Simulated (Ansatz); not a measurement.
PtSe2/PtSe2 (1T bilayer), computed twice by G0W0.

The cell holds 6 atoms: 2 Pt and 4 Se. Its edges and angles: a = 3.722 Å, b = 3.722 Å, c = 39.000 Å, α = 90.0°, β = 90.0°, γ = 120.0°. Regions: layer 1 (PtSe2), 3 atoms (1 Pt and 2 Se); layer 2 (PtSe2), 3 atoms (1 Pt and 2 Se). Vacuum lies along c.

```xyz
6
Lattice="3.7215 0.0000 0.0000 -1.8608 3.2229 0.0000 0.0000 0.0000 39.0000" Properties=species:S:1:pos:R:3
Pt    0.0000    0.0000   16.8810
Se    0.0000    2.1486   18.1842
Se    1.8608    1.0743   15.5596
Pt    0.0000    2.1486   22.1195
Se    0.0000    0.0000   23.4404
Se    1.8608    1.0743   20.8083
```

The structure was relaxed with PBE-D3(BJ). The runs that relaxed it are not among those shown. Spin-orbit coupling is left out unless a run names it. PAW set soft_2, made with PBE.

The first (Ansatz 0.2.0; start PBE, 6×6×1 mesh, 689 empty bands, screening to 75 eV; 8 threads of Arm Neoverse V2, shared host) gave, on its mesh: starting gap 0.86 eV, G0W0 gap 1.41 eV, mean of 1 + 4πα/V (set by the cell height) 4.61, 11 min.

The second gave: starting gap 0.86 eV, G0W0 gap 1.35 eV, mean of 1 + 4πα/V (set by the cell height) 4.73, 1.7 min.

What was changed in the input? Choose among start, files, mesh, bands and cutoff, frequency model or another key.

Changed: empty bands from 689 to 278 and screening cutoff (eV) from 75.0 to 41. The starting gap stayed, which rules out the functional and points to the GW step. Other changes could give like numbers; this is the one that was made.

Limits: not at the basis limit; coarse mesh for a sheet; no spin polarisation; d states lean on the start; no spin-orbit coupling.

[Paths, hosts, dates, memory and timing lines, banners, echoed tables and standing remarks are left out of the program output.]

[Logs are printed without paths, hosts, clocks, repeated set-up lines and the standing remarks that a program may print on its own settings, such as how far it seeks lower states.]

[Runs of the session that timed out or met a known fault of the program may be left out.]

[Cells called generated may have been cut or substituted from an entry of the Crystallography Open Database or the Materials Project.]

[Hosts, paths, dates, database ids (printed as entryN), source tags and the programs' standing remarks are cut or masked in the printed files.]
